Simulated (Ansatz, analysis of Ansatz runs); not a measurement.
# How often does H try the jump in MgH2 (P4_2/mnm)?

Aim: the prefactor of a hop in MgH2 (P4_2/mnm) (V_H hop (2.5 Å), charge 0) from the modes of the moving atom at the start and at the top of a path found beforehand. Model: a cell of 72 host atoms with 1 H taken out.

Calculated with Ansatz 0.2.0; plane-wave PAW DFT, r2SCAN; finite-difference force constants of the moving atom alone.

**1. The system as given**

The cell holds 71 atoms: 24 Mg and 47 H. Its edges and angles: a = 8.970 Å, b = 8.970 Å, c = 8.990 Å, α = 90.0°, β = 90.0°, γ = 90.0°. It derives from MgH2 (space group P4_2/mnm). Nearest the centre at fractional (0.500, 0.500, 0.500): H47 at 1.22 Å, Mg61 at 1.51 Å, Mg67 at 1.52 Å, H64 at 2.45 Å, H9 at 2.45 Å, H15 at 2.45 Å, H70 at 2.45 Å, Mg7 at 3.16 Å.

The cell's shortest repeat is 9.0 Å.

**2. Vibrations of the moving atom at the start point**

Harmonic transition-state theory takes the prefactor from the modes at the minimum and at the top. Only the moving atom is displaced, by 0.02 Å, which takes six displaced runs and a reference; the host's atoms are held.

Input file q0_M1.start.modes/input.yaml:

```yaml
crystal:
  lattice:
    - [8.97000988, 0.0, 0.0]
    - [0.0, 8.97000988, 0.0]
    - [0.0, 0.0, 8.98962369]
  atoms:
    - { symbol: Mg, position: [0.24943758, 0.24964662, 0.16641253] }
    - { symbol: Mg, position: [0.0003199, -0.00042605, 0.00032976] }
    - { symbol: H, position: [0.34773207, 0.34710835, 3.403e-05] }
    - { symbol: H, position: [0.40233855, 0.09774784, 0.1668134] }
    - { symbol: H, position: [0.15214899, 0.15221551, 9.62e-05] }
    - { symbol: H, position: [0.0972446, 0.40257909, 0.16673517] }
    - { symbol: Mg, position: [0.25007139, 0.25172966, 0.49998332] }
    - { symbol: Mg, position: [0.0002375, 4.777e-05, 0.33387691] }
    - { symbol: H, position: [0.34678202, 0.34841679, 0.33255193] }
    - { symbol: H, position: [0.40229254, 0.0986109, 0.50001225] }
    - { symbol: H, position: [0.15204314, 0.15294483, 0.33370586] }
    - { symbol: H, position: [0.0959522, 0.40194593, 0.50007502] }
    - { symbol: Mg, position: [0.24934726, 0.24975606, 0.83364521] }
    - { symbol: Mg, position: [0.00019532, 8.325e-05, 0.66688815] }
    - { symbol: H, position: [0.34675736, 0.34837404, 0.66750017] }
    - { symbol: H, position: [0.40212647, 0.09769309, 0.83354448] }
    - { symbol: H, position: [0.15225191, 0.15278614, 0.66639179] }
    - { symbol: H, position: [0.09716946, 0.40257494, 0.83340267] }
    - { symbol: Mg, position: [0.25080409, 0.74985722, 0.16685599] }
    - { symbol: Mg, position: [0.00021616, 0.50052887, 7.184e-05] }
    - { symbol: H, position: [0.3472391, 0.84828936, 9.713e-05] }
    - { symbol: H, position: [0.40277601, 0.59751822, 0.16549386] }
    - { symbol: H, position: [0.15221676, 0.65296907, 8.878e-05] }
    - { symbol: H, position: [0.09789241, 0.90216585, 0.16735265] }
    - { symbol: Mg, position: [0.25054478, 0.75021809, 0.5000739] }
    - { symbol: Mg, position: [-0.00016634, 0.50032545, 0.33339909] }
    - { symbol: H, position: [0.34858823, 0.84730862, 0.33375152] }
    - { symbol: H, position: [0.15335078, 0.65185005, 0.33381911] }
    - { symbol: H, position: [0.09797891, 0.90222765, 0.50032856] }
    - { symbol: Mg, position: [0.25069089, 0.74984607, 0.83328913] }
    - { symbol: Mg, position: [-0.00032326, 0.50037044, 0.66670046] }
    - { symbol: H, position: [0.34829805, 0.84743133, 0.6664851] }
    - { symbol: H, position: [0.40290435, 0.59781177, 0.83472821] }
    - { symbol: H, position: [0.15334079, 0.65178633, 0.66639171] }
    - { symbol: H, position: [0.09788144, 0.90224706, 0.83322233] }
    - { symbol: Mg, position: [0.75093689, 0.24992353, 0.16677615] }
    - { symbol: Mg, position: [0.49994912, 0.00040369, 0.00014709] }
    - { symbol: H, position: [0.84776406, 0.34776757, 0.00027917] }
    - { symbol: H, position: [0.90306967, 0.0976466, 0.16685413] }
    - { symbol: H, position: [0.65287757, 0.15254394, 0.00033066] }
    - { symbol: H, position: [0.59801902, 0.40229801, 0.16667076] }
    - { symbol: Mg, position: [0.75028902, 0.25024755, 0.50036721] }
    - { symbol: Mg, position: [0.50044694, 0.00090995, 0.3333688] }
    - { symbol: H, position: [0.84725146, 0.34801249, 0.33356591] }
    - { symbol: H, position: [0.90248156, 0.09791482, 0.50038505] }
    - { symbol: H, position: [0.6528497, 0.15302373, 0.33340224] }
    - { symbol: H, position: [0.59560314, 0.40409918, 0.50014949] }
    - { symbol: Mg, position: [0.75060611, 0.24999219, 0.8338973] }
    - { symbol: Mg, position: [0.50005345, 0.00089219, 0.66692054] }
    - { symbol: H, position: [0.84705297, 0.34808575, 0.66718728] }
    - { symbol: H, position: [0.90271843, 0.09746342, 0.83381979] }
    - { symbol: H, position: [0.65246918, 0.15320214, 0.66727924] }
    - { symbol: H, position: [0.59789423, 0.40248311, 0.83372348] }
    - { symbol: Mg, position: [0.75041464, 0.75065138, 0.16682013] }
    - { symbol: Mg, position: [0.50051247, 0.49986202, 0.00013222] }
    - { symbol: H, position: [0.84779985, 0.84790931, 0.0003037] }
    - { symbol: H, position: [0.90254694, 0.59801054, 0.16688139] }
    - { symbol: H, position: [0.65341959, 0.65232254, 0.00027729] }
    - { symbol: H, position: [0.59742576, 0.90279678, 0.16671383] }
    - { symbol: Mg, position: [0.74823779, 0.75038788, 0.50031845] }
    - { symbol: Mg, position: [0.50003, 0.50002816, 0.33163386] }
    - { symbol: H, position: [0.84691817, 0.84848986, 0.33404736] }
    - { symbol: H, position: [0.90174613, 0.59820917, 0.50000975] }
    - { symbol: H, position: [0.6514485, 0.65355436, 0.33299473] }
    - { symbol: H, position: [0.59809093, 0.90451128, 0.50023853] }
    - { symbol: Mg, position: [0.75035484, 0.75061006, 0.83381093] }
    - { symbol: Mg, position: [0.49987655, 0.50011789, 0.66855363] }
    - { symbol: H, position: [0.8472987, 0.84810492, 0.66659626] }
    - { symbol: H, position: [0.90251016, 0.59789229, 0.83342479] }
    - { symbol: H, position: [0.65154917, 0.6534707, 0.66754801] }
    - { symbol: H, position: [0.5974363, 0.90282954, 0.83349206] }
  symmetry: { detect: false }
basis:
  ecutwfc: 500
  xc_grid: 2
hamiltonian:
  xc: r2scan
kpoints:
  mp_grid: { grid: [1, 1, 1] }
magnetization:
  spin_polarized: true
  initial_magnetization: 1
  spin_locking: { lock_magnetization: hard }
scf:
  occupations: { method: fixed }
  max_iter: 100
phonons:
  supercell: [1, 1, 1]
  displaced_sites: [46]
  amplitude: 0.02
```

Run with:

```sh
ansatz run input.yaml --threads 4 --pin off --max-ram 7536MiB --backend cpu --events-out ev --progress --plain --runs-dir out
```

Log:

```text
Warning: basis.xc_grid 2: finite-displacement phonons take 5 at the least, and a number is run as typed, so the frequencies can be off [figures from the program's tests cut]
Warning: This run holds its total moment fixed (magnetization.spin_locking.lock_magnetization: hard) and mixes its density by anderson or broyden (scf.mixing.algorithm, typed or taken by auto). [...]
Engine: ansatz 0.2.0, aarch64-unknown-linux-gnu
Pseudopotentials: kind: paw
Pseudopotential: Mg, paw, valence charge 10, recommended cutoff 500 eV (meta_gga), Mg.paw.azcp
Pseudopotential: H, paw, valence charge 1, recommended cutoff 500 eV (meta_gga), H.paw.azcp
Functional definition: r2SCAN
  parameter k0 = 0.174
  parameter k1 = 0.065
  parameter a1 = 4.9479
  exchange = r2scan_x(k0 = k0, k1 = k1, a1 = a1)
  correlation = r2scan_c
Crystal: 71 atoms, lattice volume = 723.315 Å³
Basis set: ecut = 500 eV, 18333 PW (Γ), exchange–correlation on 144×144×144 points (8 copies of the dense FFT grid, shifted against one another)
Bands: 215, of which v1, the nominal top of the filled ones, is band 144 counted from 1 (143 counted from 0)
Symmetry: 1 space group operations
k-points: 1
Non-local potential: Mg, projectors of the file, l = 0: 3, l = 1: 2, l = 2: 1
Non-local potential: H, projectors of the file, l = 0: 2, l = 1: 1
PAW form: soft (Blöchl's): semilocal exchange-correlation on the pseudo side does not see the compensation charge
PAW frozen core: Mg, regenerated for the run's functional (the file was generated under x = pbe(κ = 0.804, μ = 0.219515), c = pbe(β = 0.066725))
PAW one-centre angular grid: Mg, 302 points (default); XC on 224 Gauss nodes
PAW one-centre angular grid: H, 302 points (default); XC on 160 Gauss nodes
Initial density: superposition of atomic densities (chi_scale 0.1, normalization cell, long waves kept (reshape's long-wave potential 0.02 eV rms))
Starting moments: Σ|m| = 1 μB on 71 of 71 sites
Initial wavefunctions: pseudopotential atomic-orbital guess
Functional: x = r2scan, c = r2scan; τ floored in thin density (d = 2e-4 eV/Å³)
SCF 1 converged in 13 iterations: F = -46999.836916 eV  dr2 = 3.55e-9
  greatest PAW one-centre occupation: 1.000 electrons in one spin orbital (limit 2), on the Mg atom at site 60 (counted from 0), in its partial waves of l = 0
Initial density: read from a saved state, or passed on in memory by an earlier SCF of this step, an earlier step, the calling program or the single point that the run made first
Stability of the state it starts from, as read at its close in the collinear treatment: not read, because the mixer in use, unlike msr1, does not test its closes by its own steps (another_mixer); its run was given moments
Starting moments: Σ|m| = 1 μB on 71 of 71 sites; this step starts from the density that it was given
iter 1 solved again at ethr=2.16e-8 eV; its pass at ethr=3.10e-3 eV (dr2=6.20e-5 eV) is discarded
SCF iter   1: F=—  HF=-46999.836559 eV  |F-HF|=—  |Δ(HF+E_count)|=         —  Δρ=5.55e-7 (↑5.48e-7 ↓5.55e-7)  dr2=3.06e-9  dr2_τ=1.73e-10  dr2_m=1.67e-10  M=1.000 μB ∫|m|=1.090 μB  β_m=1.20  ethr=2.16e-8  ⟨swp⟩=4.0  Hψ=2303  notcnv=0  defer=137
eigensolver tolerance schedule: the retry pair's looser diagonalisation over-reported the residual by 20298.89 of it (diagonalisation noise at 0.16 of the residual, at the tolerance the schedule requests for it); [...]
preconditioner: auto → Resta (q_TF=auto, 2.339 Å⁻¹)  ε∞=2.5  [insulator: Δε(μ)=2.772 eV  Ē_g=10.830 eV  n_scr=170 (ndim 8)  ℏωp=13.5 eV  f_vac=0.000  ε∞_Penn≈2.5]
spin=Collinear: Resta preconditioning applied to the charge; magnetization (m = ρ↑ − ρ↓) channel mixes plain (no charge-response kernel on spin).
SCF iter   2: F=—  HF=-46999.836916 eV  |F-HF|=—  |Δ(HF+E_count)|=   3.57e-4  Δρ=4.22e-7 (↑4.22e-7 ↓4.19e-7)  dr2=2.07e-9  dr2_τ=9.70e-11  dr2_m=7.99e-12  M=1.000 μB ∫|m|=1.090 μB  β_m=1.20  ethr=1.07e-12  ⟨swp⟩=3.5  Hψ=851  notcnv=0  defer=136  κ⁻¹=1.0e0(r=1)
SCF iter   3: F=—  HF=-46999.836916 eV  |F-HF|=—  |Δ(HF+E_count)|=   2.47e-9  Δρ=2.86e-7 (↑2.86e-7 ↓2.86e-7)  dr2=1.02e-9  dr2_τ=4.52e-11  dr2_m=1.52e-12  M=1.000 μB ∫|m|=1.090 μB  β_m=1.20  ethr=1.00e-12  ⟨swp⟩=2.0  Hψ=345  notcnv=0  defer=136  κ⁻¹=2.7e-1(r=2)
SCF iter   4: F=-46999.836916 eV  HF=-46999.836916 eV  |F-HF|=1.46e-11  |Δ(HF+E_count)|=   2.62e-9  Δρ=5.28e-8 (↑5.28e-8 ↓5.07e-8)  dr2=4.87e-11  dr2_τ=4.38e-13  dr2_m=2.05e-12  M=1.000 μB ∫|m|=1.090 μB  ethr=1.00e-12  ⟨swp⟩=22.0  Hψ=3189  notcnv=0
SCF 2 converged in 4 iterations: F = -46999.836916 eV  dr2 = 4.87e-11
Initial density: handed on by an earlier stage of this run
Initial wavefunctions: those handed on with the density
iter 1 solved again at ethr=1.00e-12 eV; its pass at ethr=3.10e-3 eV (dr2=4.42e-11 eV) is discarded
SCF iter   1: F=—  HF=-46999.836916 eV  |F-HF|=—  |Δ(HF+E_count)|=         —  Δρ=5.28e-8 (↑5.28e-8 ↓5.07e-8)  dr2=4.89e-11  dr2_τ=4.38e-13  dr2_m=2.05e-12  M=1.000 μB ∫|m|=1.090 μB  β_m=1.20  ethr=1.00e-12  ⟨swp⟩=2.5  Hψ=1494  notcnv=0
SCF iter   2: F=-46999.836916 eV  HF=-46999.836916 eV  |F-HF|=7.28e-12  |Δ(HF+E_count)|=  1.46e-11  Δρ=3.28e-8 (↑3.27e-8 ↓3.28e-8)  dr2=2.45e-11  dr2_τ=1.65e-13  dr2_m=1.38e-13  M=1.000 μB ∫|m|=1.090 μB  ethr=1.00e-12  ⟨swp⟩=2.5  Hψ=750  notcnv=0
[...]
SCF iter   9: F=-46999.836022 eV  HF=-46999.836022 eV  |F-HF|=5.09e-11  |Δ(HF+E_count)|=  7.79e-10  Δρ=5.67e-8 (↑5.67e-8 ↓5.50e-8)  dr2=6.99e-11  dr2_τ=4.21e-13  dr2_m=9.91e-13  M=1.000 μB ∫|m|=1.090 μB  ethr=1.00e-12  ⟨swp⟩=2.0  Hψ=1250  notcnv=0
SCF 8 converged in 9 iterations: F = -46999.836022 eV  dr2 = 6.99e-11
iter 1 solved again at ethr=6.59e-10 eV; its pass at ethr=3.10e-3 eV (dr2=1.89e-6 eV) is discarded
SCF iter   1: F=—  HF=-46999.835993 eV  |F-HF|=—  |Δ(HF+E_count)|=         —  Δρ=1.54e-5 (↑1.54e-5 ↓1.42e-5)  dr2=1.86e-6  dr2_τ=9.92e-8  dr2_m=3.55e-9  M=1.000 μB ∫|m|=1.090 μB  β_m=1.20  ethr=6.59e-10  ⟨swp⟩=2.0  Hψ=1087  notcnv=0  defer=115
SCF iter   2: F=—  HF=-46999.835992 eV  |F-HF|=—  |Δ(HF+E_count)|=   7.29e-7  Δρ=1.05e-5 (↑1.05e-5 ↓1.05e-5)  dr2=9.22e-7  dr2_τ=3.59e-8  dr2_m=8.64e-11  M=1.000 μB ∫|m|=1.090 μB  β_m=1.20  ethr=6.49e-10  ⟨swp⟩=2.0  Hψ=386  notcnv=0  defer=115  κ⁻¹=1.0e0(r=1)
SCF iter   3: F=—  HF=-46999.835993 eV  |F-HF|=—  |Δ(HF+E_count)|=   7.40e-7  Δρ=4.36e-6 (↑4.36e-6 ↓4.30e-6)  dr2=1.65e-7  dr2_τ=5.31e-9  dr2_m=4.76e-11  M=1.000 μB ∫|m|=1.090 μB  β_m=1.20  ethr=3.21e-10  ⟨swp⟩=2.0  Hψ=387  notcnv=0  defer=115  κ⁻¹=2.3e-1(r=2)
SCF iter   4: F=—  HF=-46999.835993 eV  |F-HF|=—  |Δ(HF+E_count)|=   1.79e-7  Δρ=7.68e-7 (↑7.67e-7 ↓7.68e-7)  dr2=1.46e-8  dr2_τ=3.16e-11  dr2_m=1.12e-11  M=1.000 μB ∫|m|=1.090 μB  β_m=1.20  ethr=5.75e-11  ⟨swp⟩=2.0  Hψ=387  notcnv=0  defer=115  κ⁻¹=2.6e-3(r=3)
SCF iter   5: F=—  HF=-46999.835993 eV  |F-HF|=—  |Δ(HF+E_count)|=   3.03e-9  Δρ=2.46e-7 (↑1.63e-7 ↓2.46e-7)  dr2=6.30e-10  dr2_τ=2.07e-11  dr2_m=3.86e-11  M=1.000 μB ∫|m|=1.090 μB  β_m=1.20  ethr=5.09e-12  ⟨swp⟩=2.0  Hψ=533  notcnv=0  defer=115  κ⁻¹=4.4e-4(r=4)
SCF iter   6: F=—  HF=-46999.835993 eV  |F-HF|=—  |Δ(HF+E_count)|=  5.02e-10  Δρ=1.36e-7 (↑1.36e-7 ↓1.23e-7)  dr2=2.43e-10  dr2_τ=7.02e-12  dr2_m=1.48e-12  M=1.000 μB ∫|m|=1.090 μB  β_m=1.20  ethr=1.00e-12  ⟨swp⟩=4.0  Hψ=1057  notcnv=0  κ⁻¹=9.8e-5(r=5)
SCF iter   7: F=-46999.835993 eV  HF=-46999.835993 eV  |F-HF|=2.18e-11  |Δ(HF+E_count)|=  2.84e-10  Δρ=4.05e-8 (↑3.48e-8 ↓4.05e-8)  dr2=2.29e-11  dr2_τ=4.22e-13  dr2_m=1.17e-12  M=1.000 μB ∫|m|=1.090 μB  ethr=1.00e-12  ⟨swp⟩=3.5  Hψ=1036  notcnv=0
SCF 9 converged in 7 iterations: F = -46999.835993 eV  dr2 = 2.29e-11
SCF converged after 2 iterations
Stability not checked: this state was not tested for a lower state beside it, because the mixer in use, unlike msr1, does not test its closes by its own steps (another_mixer; see scf.mixing.algorithm and scf.lower_state_search)
Magnetization: 1.0000 μB (144.0000 up, 143.0000 down)
Absolute magnetization: 1.0893 μB (∫|ρ↑−ρ↓|, with the PAW one-centre terms)
Spin contamination: 0.0025 ħ² per cell (⟨S²⟩ above its minimum at these occupations)
Per-site moments (μB) at R_I (Å): [(0.000870447, 0.797480), (0.000339681, 0.795868), (0.00183319, 0.799395), [... 68 left out ...]
Free energy (F): -46999.836916 eV
Harris-Foulkes:  -46999.836916 eV  (|F-HF|=7.28e-12)
Internal energy: -46999.836916 eV  (E = F + TS)
E sigma→0 (E₀):  -46999.836916 eV
Fermi energy:    4.084546 (↑ 4.084546, ↓ 1.228453) eV
--- Per-component energies (eV) ---
  E_band       = -9357.111103
  E_kinetic    = 2490.600983
  E_local      = -41328.297544  (includes V_loc(G=0)·N_el)
  E_nonlocal   = 2360.582775
  E_hartree    = 14833.117675
  E_xc         = -1099.242791
  E_vxc        = -1561.213468  (∫ρ·V_xc dr)
  E_paw        = -7133.971927  (= ΣΔE_a)
  E_vpaw       = -1069.898862  (= ΣTr[D̂ρ^β])
  E_aug_tail   = -0.022583  (compensation charges beyond the density's cutoff)
  E_vtau       = 84.902278  (kinetic-family band-sum trace: ∫τ·v_τ [+ j·A + Jᵃ·Aᵃ] dr)
  E_ewald      = -17121.974509
  E_core_change = -0.628996  (= ΣΔE_core)
  E_smearing   = -0.000000  (= −TS)
  E_closure    = -0.000000  (closes the sum)
  Σ components = -46999.836916   (vs F -46999.836916, Δ=0.00e0)
--- Forces (eV/Å), atoms counted from 1 ---
  atom   1  Mg     0.00128639     0.00238504     0.00947732
  atom   2  Mg     0.00562921     0.00244242    -0.00140826
  [... 4 atoms left out ...]
  atom   7  Mg    -0.00266571     0.00014119     0.00275728
  [... 1 atom left out ...]
  atom   9  H     -0.00168135     0.00113571     0.00396348
  [... 5 atoms left out ...]
  atom  15  H     -0.00056580     0.00316840    -0.00185773
  [... 9 atoms left out ...]
  atom  25  Mg    -0.00639282    -0.00162810     0.00119417
  [... 21 atoms left out ...]
  atom  47  H      0.00342345     0.00202144     0.00072882
  [... 12 atoms left out ...]
  atom  60  Mg     0.00355386    -0.00228628    -0.00091626
  atom  61  Mg     0.00118697     0.00067835     0.00723418
  [... 2 atoms left out ...]
  atom  64  H      0.00285837     0.00016543    -0.00010430
  [... 2 atoms left out ...]
  atom  67  Mg     0.00443640     0.00043028    -0.00398529
  [... 2 atoms left out ...]
  atom  70  H      0.00118059    -0.00037859    -0.00246543
  [... 1 atom left out ...]
  max |Σ_I F_I| component: 4.82e-3 eV/Å
--- Band table (eV) ---
  k-point 0 ↑: bands = ["-74.7088", "-74.6705", "-74.6691", "-74.6435", [... 207 left out ...] "14.4894", "14.4920", "14.5194", "14.5254"]
  k-point 0 ↓: bands = ["-74.6947", "-74.6555", "-74.6541", "-74.6413", [... 207 left out ...] "14.5054", "14.5166", "14.5357", "14.5633"]
--- Phonons: 6 displaced members + reference (amplitude 0.02 Å, Σ member SCF iterations 50) ---
  symmetry images taken by strict's conditions (phonons.symmetry_images: auto; settled by no image being taken that strict refuses)
  force constants formed among 1 of 71 sites (H 46); the other 70 at rest. The modes move the named sites alone.
  the frequencies, the zero-point energy and the sums are of the block with the acoustic sum rule laid on its rows. Row sums over every site: 9.8e-3 eV/Å² at the most
  transpose residual: 8.1e-5 eV/Å²
  largest component of a force at the reference: 3.4e-3 eV/Å on a named site, 1.0e-2 eV/Å on a site at rest
  frequencies among the named sites at Γ of the cell (cm⁻¹): 664.71 1107.56 1206.26
  unstable modes among the named sites: 0
  frequencies as built, with no sum rule (cm⁻¹): 665.00 1107.25 1204.27
  zero-point energy: 0.184645 eV/cell   skipped modes (ω ≤ 0): 0
  not written: the harmonic force-constant file, the file of eigenvectors (these modes' are written with the force constants), the density of states and the dispersion, which are of every site
```

The job ended after 1.9 min (4 threads of Arm Neoverse V2, shared host; peak memory 1.6 GiB).

This step gave:

* free energy: -46999.8369 eV
* total moment: 1 μB
* integral of the absolute spin density: 1.089 μB
* spin contamination: 0.002546
* frequencies of moving atom: 664.7, 1108, 1206 cm⁻¹ (negative: imaginary)

The three modes are 665, 1108 and 1206 cm⁻¹: all real, a minimum for this atom with the others held.

(Continued in part 2 of 2.)

[Long decimals in the printed logs are rounded to 6 places.]

[Repeated set-up lines and some long k-point lines are left out of the logs, and relaxed atomic positions are cut to six decimals.]

[Logs are printed without paths, hosts, clocks, repeated set-up lines and the standing remarks that a program may print on its own settings, such as how far it seeks lower states.]

[Hosts, paths, dates, database ids (printed as entryN), source tags and the programs' standing remarks are cut or masked in the printed files.]
